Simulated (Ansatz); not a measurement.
# 1T-PbO2 monolayer in a perpendicular field, part 4 of 4

Wanted: the out-of-plane response of the 1T-PbO2 monolayer. A positive field points along +c.

Ansatz 0.2.0; plane-wave DFT, PBE-D3(BJ), Ansatz PAW (the session's first sound run).

So far, equivalent conductor thickness p/(ε₀AE) (Å): step 8 (response, atoms held, PBE D3(BJ)) 3.18; step 11 (LDA) 3.18; step 14 (PBE) 3.18; step 17 (r2SCAN) 3.12; step 21 (HSE06) 3.07.

### Step 22. Varying the input

This step: plane-wave DFT, PBE-D3(BJ), Ansatz PAW (Ansatz 0.2.0).

A run with a changed input: it repeats the earlier run at 0.1 V/Å with kpoints.mp_grid.grid from [18, 18, 1] to [12, 12, 1] and accuracy to low.

Contents of input.yaml:

```yaml
crystal:
  lattice:
    - [3.3988862414, 0.0, 0.0]
    - [-1.6994431207, 2.9435218296, 0.0]
    - [0.0, 0.0, 20.1339221372]
  atoms:
    - { symbol: O, position: [0.6666666667, 0.3333333333, 0.4470067947] }
    - { symbol: Pb, position: [0.0, 0.0, 0.5] }
    - { symbol: O, position: [0.3333333333, 0.6666666667, 0.5529932053] }
kpoints:
  mp_grid: { grid: [12, 12, 1] }
  band_path:
    path: [[0, 0, 0], [0.5, 0, 0], [0.33333333, 0.33333333, 0], [0, 0, 0]]
    npoints: 16
hamiltonian:
  xc: pbe
  dispersion: d3bj
scf:
  occupations: { method: fermi_dirac, width: 0.02585 }
  convergence: { dr2_threshold: 1.0e-10 }
efield:
  axis: 3
  dipole_correction: true
  ramp_position: 0.9185
  ramp_width: 0.1629
  amplitude: 0.1
output:
  write_potential: true
  write_density: true
  volumetric_format: npy
accuracy: low
```

Run with:

```
$ ansatz run input.yaml --threads 2 --pin off --max-ram 3072MiB --backend cpu --events-out ev --progress --plain --runs-dir out
```

Numbers of over 12 decimals in the logs are rounded to 6 here.

The program printed:

```text
[...]
Crystal: 3 atoms, lattice volume = 201.434 Å³
Basis set: ecut = 420 eV, 3931 PW (Γ)
Bands: 17, of which v1, the nominal top of the filled ones, is band 13 counted from 1 (12 counted from 0)
Symmetry: 6 space group operations
k-points: 19 of 144 (time reversal used)
[...]
SCF iter   1: F=—  HF=-13041.474786 eV  |F-HF|=—  |Δ(HF+E_count)|=         —  Δρ=6.59e-2  dr2=9.94e0  ethr=3.10e-3  p=0.021 e·Å  D=1.89e-2 V/Å  ΔV_dip=-0.38 eV  dr2_dipole=7.24e-5  V_vac-E_F(+/−)=10.07/8.84 eV  ⟨swp⟩=8.2  Hψ=2219  notcnv=0
[...]
SCF iter  12: F=-13038.776442 eV  HF=-13038.776442 eV  |F-HF|=3.64e-12  |Δ(HF+E_count)|=  3.64e-11  Δρ=7.05e-8  dr2=3.98e-12  ethr=1.00e-12  p=0.018 e·Å  D=1.58e-2 V/Å  ΔV_dip=-0.32 eV  dr2_dipole=3.14e-14  V_vac-E_F(+/−)=8.01/6.72 eV  ⟨swp⟩=3.9  Hψ=1045  notcnv=0
SCF 1 converged in 12 iterations: F = -13038.776442 eV  dr2 = 3.98e-12
[...]
SCF converged after 12 iterations
Free energy (F): -13038.776442 eV
[...]
Internal energy: -13038.776442 eV  (E = F + TS)
E sigma→0 (E₀):  -13038.776442 eV
Fermi energy:    -4.074506 eV
Dipole field:    D = 0.015804 V/Å  (p = 0.017593 e·Å, saw-weighted, corrected)
Work function:   not extracted (applied field tilts the vacuum); planar V_es + V_field profile in the machine report
[...]
--- Band table (eV; the first three rows and the last of 19) ---
  k-point 0: bands = [... 9 lower, -5.9361, -5.3259, -5.1083, -5.1083, -3.4543, 0.4214, 2.7438, 3.3642]
  k-point 1: bands = [... 9 lower, -6.0347, -5.4271, -5.1230, -5.0956, -3.2078, 0.6596, 2.8473, 3.4638]
  k-point 2: bands = [... 9 lower, -6.2967, -5.6277, -5.0984, -5.0624, -2.6509, 1.2183, 3.1084, 3.6569]
  k-point 18: bands = [... 9 lower, -7.7075, -7.0111, -4.8848, -4.8718, -0.9597, 4.1651, 4.4040, 4.4042]
```

It took 13 s on 2 threads of Arm Neoverse N1, shared host; peak memory 0.37 GiB; 26 s of CPU time.

```csv
quantity,this run,earlier run,difference
dipole along the normal (e·Å),0.01759,0.01759,-3.9e-8
gap along the path (eV),1.335,1.335,0
smallest direct gap along the path (eV),1.654,1.654,-6.0e-6
gap on the k-mesh (eV),1.335,1.335,-3.4e-4
```

Nothing in the table moves by 0.01 in its unit (for the dipole 0.5 % and 5e-5 e·Å).

The change did no harm here.

### Step 23. A changed input: kpoints.mp_grid.grid = [22, 22, 1]

Another changed input: it repeats the earlier run at 0.1 V/Å with kpoints.mp_grid.grid from [18, 18, 1] to [22, 22, 1].

Changes to input.yaml since step 22:

```diff
@@ -10,3 +10,3 @@
 kpoints:
-  mp_grid: { grid: [12, 12, 1] }
+  mp_grid: { grid: [22, 22, 1] }
   band_path:
@@ -30,2 +30 @@
   volumetric_format: npy
-accuracy: low
```

The program printed:

```text
[...]
Crystal: 3 atoms, lattice volume = 201.434 Å³
Basis set: ecut = 420 eV, 3931 PW (Γ)
Bands: 17, of which v1, the nominal top of the filled ones, is band 13 counted from 1 (12 counted from 0)
Symmetry: 6 space group operations
k-points: 52 of 484 (time reversal used)
[...]
SCF iter   1: F=—  HF=-13041.475105 eV  |F-HF|=—  |Δ(HF+E_count)|=         —  Δρ=6.59e-2  dr2=9.95e0  ethr=3.10e-3  p=0.021 e·Å  D=1.89e-2 V/Å  ΔV_dip=-0.38 eV  dr2_dipole=7.40e-5  V_vac-E_F(+/−)=10.06/8.83 eV  ⟨swp⟩=8.7  Hψ=6263  notcnv=0
[...]
SCF iter  12: F=-13038.776542 eV  HF=-13038.776542 eV  |F-HF|=1.82e-11  |Δ(HF+E_count)|=    0.00e0  Δρ=7.00e-8  dr2=4.13e-12  ethr=1.00e-12  p=0.018 e·Å  D=1.58e-2 V/Å  ΔV_dip=-0.32 eV  dr2_dipole=3.47e-14  V_vac-E_F(+/−)=8.00/6.71 eV  ⟨swp⟩=4.3  Hψ=3078  notcnv=0
SCF 1 converged in 12 iterations: F = -13038.776542 eV  dr2 = 4.13e-12
[...]
SCF converged after 12 iterations
Free energy (F): -13038.776542 eV
[...]
Internal energy: -13038.776542 eV  (E = F + TS)
E sigma→0 (E₀):  -13038.776542 eV
Fermi energy:    -4.062217 eV
Dipole field:    D = 0.015804 V/Å  (p = 0.017593 e·Å, saw-weighted, corrected)
Work function:   not extracted (applied field tilts the vacuum); planar V_es + V_field profile in the machine report
[...]
--- Band table (eV; the first three rows and the last of 52) ---
  k-point 0: bands = [... 9 lower, -5.9361, -5.3258, -5.1083, -5.1083, -3.4542, 0.4214, 2.7438, 3.3642]
  k-point 1: bands = [... 9 lower, -5.9661, -5.3588, -5.1144, -5.1043, -3.3767, 0.4954, 2.7751, 3.3953]
  k-point 2: bands = [... 9 lower, -6.0527, -5.4440, -5.1239, -5.0933, -3.1653, 0.7016, 2.8663, 3.4810]
  k-point 51: bands = [... 9 lower, -7.6948, -6.9750, -4.9110, -4.8487, -0.9686, 4.1108, 4.2077, 4.6453]
```

Elapsed: 27 s, on 2 threads; peak memory 0.48 GiB; 53 s of CPU time.

Numbers from this step:

```yaml
gap_on_the_k_mesh: 1.335 eV
dipole_along_the_normal: 0.01759 e·Å
gap_along_the_path: 1.335 eV
smallest_direct_gap_along_the_path: 1.654 eV
gap_the_smaller_of_path_and_mesh: 1.335 eV
```

Electronic bands along the path, in eV, zero at the Fermi level of the run, which the smearing sets inside the gap:

```csv
point,band 10,band 11,band 12,band 13,band 14,band 15,band 16,band 17
Γ,-1.87,-1.26,-1.05,-1.05,0.61,4.48,6.81,7.43
halfway,-2.58,-1.71,-0.96,-0.95,1.98,5.79,7.37,8.06
M,-3.24,-1.84,-0.87,-0.75,2.57,6.02,8.60,10.22
halfway,-3.47,-2.26,-0.94,-0.73,2.85,6.83,8.54,9.76
K,-3.65,-2.95,-0.82,-0.81,3.10,8.23,8.47,8.47
halfway,-2.79,-1.74,-1.12,-0.87,2.25,6.36,7.20,8.35
Γ,-1.87,-1.26,-1.05,-1.05,0.61,4.48,6.81,7.43
```

The electronic bands as a text plot (rows in eV, shown from -7.7 to 6.6 only):

```
    6.3 |                   ++++++                  +++
    5.7 |       ++++++++++++                           +++
    5.1 |    +++                                          +++
    4.5 |++++                                                ++++
    3.9 |
    3.3 |                              +++++
    2.7 |               +++++++++++++++     ++++++++
    2.1 |          +++++                            +++
    1.6 |      ++++                                    +++
    1.0 |  ++++                                           +++++
    0.4 |++                                                    ++
   -0.2 |
   -0.8 |********************************************************
   -1.4 |***********                                  ***********
   -2.0 |*******    ****************            ******    *******
   -2.6 |      *******              ****  ******    ******
   -3.2 |          ** **************    **   **********
   -3.8 |            ****          *****************
   -4.4 |                **********
   -5.0 |**                                                    **
   -5.6 |  *****                                          *****
   -6.2 |       ****                                  ****
   -6.8 |           ****                         *****
   -7.4 |               *************************
         Γ                   M           K                      Γ
```

```csv
quantity,this run,earlier run,difference
dipole along the normal (e·Å),0.01759,0.01759,-2.7e-8
gap along the path (eV),1.335,1.335,-1.0e-6
smallest direct gap along the path (eV),1.654,1.654,-3.0e-6
gap on the k-mesh (eV),1.335,1.335,3.8e-4
```

Nothing in the table moves by 0.01 in its unit (for the dipole 0.5 % and 5e-5 e·Å).

### Step 24. What came out

```yaml
gap_without_field: 1.33 eV
ionisation_energy_upper_face: 8.12 eV
electron_affinity_upper_face: 6.78 eV
equivalent_conductor_thickness_atoms_held: 3.18 Å
equivalent_conductor_thickness_lda: 3.18 Å
equivalent_conductor_thickness_pbe: 3.18 Å
equivalent_conductor_thickness_r2scan: 3.12 Å
equivalent_conductor_thickness_hse06: 3.07 Å
```

**Reading.** The induced dipole equals that of a perfect conductor 3.18 Å thick, while the outer atoms lie 2.13 Å apart; an out-of-plane ε follows only once a thickness t is chosen, by 1 − 1/ε = 3.18 Å / t. The gap stays within 0.01 eV of 1.33 eV over the fields run, up to 0.5 V/Å in size. Across the functionals the thickness runs from 3.07 to 3.18 Å; those runs use a coarser k-mesh, so they are to be compared with each other. Semilocal functionals give gaps that are too small, and excitons are not included. Spin-orbit coupling is left out, which matters for the bands of elements this heavy.

[Logs are printed without paths, hosts, clocks, repeated set-up lines and the standing remarks that a program may print on its own settings, such as how far it seeks lower states.]

[Hosts, paths, dates, database ids (printed as entryN), source tags and the programs' standing remarks are cut or masked in the printed files.]

[Maps of the electrostatic potential energy from Ansatz leave out the sawtooth potential of an applied field or a dipole correction, so their vacuum need not be flat; planar profiles and work functions include it.]
